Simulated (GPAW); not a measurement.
# Screening of a field by 1T-PtSe2 monolayer, part 3 of 3

Wanted: the out-of-plane polarisability of 1T-PtSe2 monolayer.

GPAW 26.7.0; GPAW, PAW setups; layer in a repeated cell with vacuum, relaxation of atoms and in-plane cell (the session's first sound run).

So far. Step 5 (Field on): The dipole is now -0.0329 e Å, against -2.4e-4 in the run without a field. Step 8 (In a field): The dipole is now 0.0329 e Å, against -2.4e-4 in the run without a field.

**9. In a field**

Level of this step: GPAW, PAW setups; slab in vacuum (GPAW).

Input file run.py:

```python
import json
import numpy as np
from ase import Atoms
from gpaw import GPAW, PW
from gpaw.external import ConstantElectricField

slab = Atoms(
    ['Se', 'Pt', 'Se'],
    positions=[
        [1.87323, 1.08151, 7.00000],
        [-0.00000, -0.00000, 8.31148],
        [-0.00000, 2.16302, 9.62297]],
    cell=[[3.74646, 0.0, 0.0], [-1.87323, 3.24453, 0.0], [0.0, 0.0, 16.623]],
    pbc=[True, True, False])

slab.calc = GPAW(mode=PW(400), xc='PBE', kpts={'size': (9, 9, 1), 'gamma': True},
                 occupations={'name': 'fermi-dirac', 'width': 0.05}, nbands='160%',
                 convergence={'density': 1e-05}, maxiter=200,
                 poissonsolver={'dipolelayer': 'xy'},
                 external=ConstantElectricField(0.2, [0, 0, 1]),
                 symmetry={'tolerance': 1e-3}, txt='slab.txt')
result = {}
energy = slab.get_potential_energy()
fermi = slab.calc.get_fermi_level()
v = slab.calc.get_electrostatic_potential().mean((0, 1)) - fermi
n = slab.calc.get_pseudo_density().mean((0, 1))
L = slab.cell[2, 2]
z = np.arange(len(v)) * L / len(v)
low, high = slab.positions[:, 2].min(), slab.positions[:, 2].max()
below, above = np.interp([low - 4.8, high + 4.8], z, v)
slopes = [np.interp(x, z, np.gradient(v, z)) for x in (low - 4.8, high + 4.8)]
eps = np.array([[slab.calc.get_eigenvalues(k, s) for k in range(len(slab.calc.get_ibz_k_points()))]
                for s in range(slab.calc.get_number_of_spins())]) - fermi
top, bottom = eps[eps < 0].max(), eps[eps > 0].min()
dipole = slab.get_dipole_moment()[2]
print(f'energy {energy:.4f} eV, Fermi level {fermi:.4f} eV, dipole {dipole:.5f} e A')
print(f'potential 4.8 A off the faces, from the Fermi level: lower {below:.4f} eV, upper {above:.4f} eV')
print(f'slope of the potential there: lower {slopes[0]:.5f}, upper {slopes[1]:.5f} eV/A')
print(f'nearest levels on the mesh: {top:.4f} and {bottom:.4f} eV')
print('magnetic moment', round(slab.get_magnetic_moment(), 3))
result.update(energy=energy, fermi=fermi, dipole=dipole, below=below, above=above, slopes=slopes, edges=[top, bottom],
              z=z.tolist(), v=v.tolist(), n=n.tolist(), positions=slab.positions.tolist(),
              forces=slab.get_forces(apply_constraint=False).tolist(), moments=slab.get_magnetic_moments().tolist())
json.dump(result, open('result.json', 'w'))
```

On the command line:

```sh
> OMP_NUM_THREADS=1 OPENBLAS_NUM_THREADS=1 python run.py
```

The log of the run:

```text
energy -14.5277 eV, Fermi level -1.1388 eV, dipole 0.06575 e A
potential 4.8 A off the faces, from the Fermi level: lower 5.5269 eV, upper 4.5477 eV
slope of the potential there: lower -0.00014, upper 0.00024 eV/A
nearest levels on the mesh: -0.6917 and 0.6630 eV
magnetic moment 0.0
```

Elapsed: 78 s, on 1 thread of Arm Neoverse V2, shared host; peak memory 0.26 GiB.

The electrostatic potential energy of an electron (without an applied field's), less the Fermi level, planar mean by z:

```
z (Å)  electrostatic potential energy of an electron (without an applied field's), less the Fermi level, planar mean (eV)
  0.0                                                                                                                5.04
  0.5                                                                                                                5.53
  1.0                                                                                                                5.53
  1.5                                                                                                                5.53
  2.0                                                                                                                5.53
  2.5                                                                                                                5.53
  3.0                                                                                                                5.53
  3.5                                                                                                                5.52
  4.0                                                                                                                5.52
  4.5                                                                                                                5.49
  5.0                                                                                                                5.39
  5.5                                                                                                                4.96
  6.0                                                                                                                3.17
  6.5                                                                                                               -3.79
  7.0                                                                                                               -15.2
  7.5                                                                                                               -8.07
  8.0                                                                                                               -11.4
  8.5                                                                                                               -13.2
  9.0                                                                                                               -7.76
  9.5                                                                                                               -15.0
 10.0                                                                                                               -7.65
 10.5                                                                                                                1.40
 11.0                                                                                                                3.83
 11.5                                                                                                                4.38
 12.0                                                                                                                4.51
 12.5                                                                                                                4.54
 13.0                                                                                                                4.55
 13.5                                                                                                                4.55
 14.0                                                                                                                4.55
 14.5                                                                                                                4.55
 15.0                                                                                                                4.55
 15.5                                                                                                                4.55
 16.0                                                                                                                4.55
 16.5                                                                                                                4.86
```

The dipole is now 0.0657 e Å, against -2.4e-4 in the run without a field.

**10. In a field**

run.py, as its differences from that of step 9:

```diff
@@ -19,3 +19,3 @@
                  poissonsolver={'dipolelayer': 'xy'},
-                 external=ConstantElectricField(0.2, [0, 0, 1]),
+                 external=ConstantElectricField(0.3, [0, 0, 1]),
                  symmetry={'tolerance': 1e-3}, txt='slab.txt')
```

The log of the run:

```text
energy -14.5359 eV, Fermi level -1.1415 eV, dipole 0.09866 e A
potential 4.8 A off the faces, from the Fermi level: lower 5.7763 eV, upper 4.3069 eV
slope of the potential there: lower -0.00014, upper 0.00028 eV/A
nearest levels on the mesh: -0.6917 and 0.6626 eV
magnetic moment 0.0
```

Elapsed: 78 s, on 1 thread; peak memory 0.26 GiB.

The dipole is now 0.0987 e Å, against -2.4e-4 in the run without a field.

**11. The series**

The members are put on one axis.

This step: induced dipole against applied field (GPAW 26.7.0).

The dipole along the normal by field:

```
field (V/Å)  dipole along the normal (e·Å)
     -0.200                        -0.0657
     -0.100                        -0.0329
     -0.050                        -0.0164
      0.000                        -2.4e-4
      0.050                         0.0164
      0.100                         0.0329
      0.200                         0.0657
      0.300                         0.0987
```

**12. A changed run**

One more run, with changed settings.

This step: GPAW, PAW setups; slab in vacuum (GPAW 26.7.0).

run.py, as its differences from that of step 10:

```diff
@@ -4,3 +4,2 @@
 from gpaw import GPAW, PW
-from gpaw.external import ConstantElectricField
 
@@ -13,3 +12,3 @@
     cell=[[3.74646, 0.0, 0.0], [-1.87323, 3.24453, 0.0], [0.0, 0.0, 16.623]],
-    pbc=[True, True, False])
+    pbc=[True, True, True])
 
@@ -17,5 +16,4 @@
                  occupations={'name': 'fermi-dirac', 'width': 0.05}, nbands='160%',
-                 convergence={'density': 1e-05}, maxiter=200,
+                 convergence={'density': 1e-05}, maxiter=75,
                  poissonsolver={'dipolelayer': 'xy'},
-                 external=ConstantElectricField(0.3, [0, 0, 1]),
                  symmetry={'tolerance': 1e-3}, txt='slab.txt')
```

The log of the run:

```text
AssertionError
```

The job ended after 0.8 s (1 thread; peak memory 0.13 GiB).

The program refused the input before any cycle.

The fault put into the input: a dipole layer in a cell that repeats along the normal (pbc_z = true).

**13. Outcome**

```yaml
work_function_upper_and_lower_face_fermi_level_placed_in_the_gap_by_the_smearing: 5.037 and 5.031 eV
ionisation_energy_from_the_upper_face_highest_filled_level_on_the_mesh: 5.73 eV
electron_affinity_from_the_upper_face_lowest_empty_kohn_sham_level_on_the_mesh: 4.37 eV
dipole_along_the_normal: -2.4e-4 e Å, near the numerical noise
induced_dipole_per_field: 0.329 e Å per V/Å
out_of_plane_polarisability_per_area_alpha_eps_0_a: 4.89 Å
```

**Reading.** The field induces 0.329 e Å per V/Å, a polarisable thickness α/(ε0 A) of 4.89 Å beside 2.62 Å between the outermost nuclei. A perfect conductor would give the distance between its two image planes; a dielectric of thickness t gives t(1 - 1/ε). The levels nearest the Fermi level on the mesh lie 1.35 eV apart, so the slab is gapped there: the smearing puts the Fermi level inside the gap, and from either face the ionisation energy is the work function plus 0.69 eV. Both are Kohn-Sham levels on the mesh, and semilocal gaps are too small, so the affinity tends to come out too large and the ionisation energy too small. The induced dipole is linear in the field over this range. With elements this heavy, spin-orbit coupling can move band edges by tenths of an eV. The small printed dipole stands for a step of 3.5 meV from the lower to the upper face, and the probes find 5.3 meV; values this small are near the numerical noise of both. The layer's cell and atoms come from the relaxation; spin-orbit coupling and temperature are left out.

[Logs are printed without paths, hosts, clocks, repeated set-up lines and the standing remarks that a program may print on its own settings, such as how far it seeks lower states.]

[Hosts, paths, dates, database ids (printed as entryN), source tags and the programs' standing remarks are cut or masked in the printed files.]
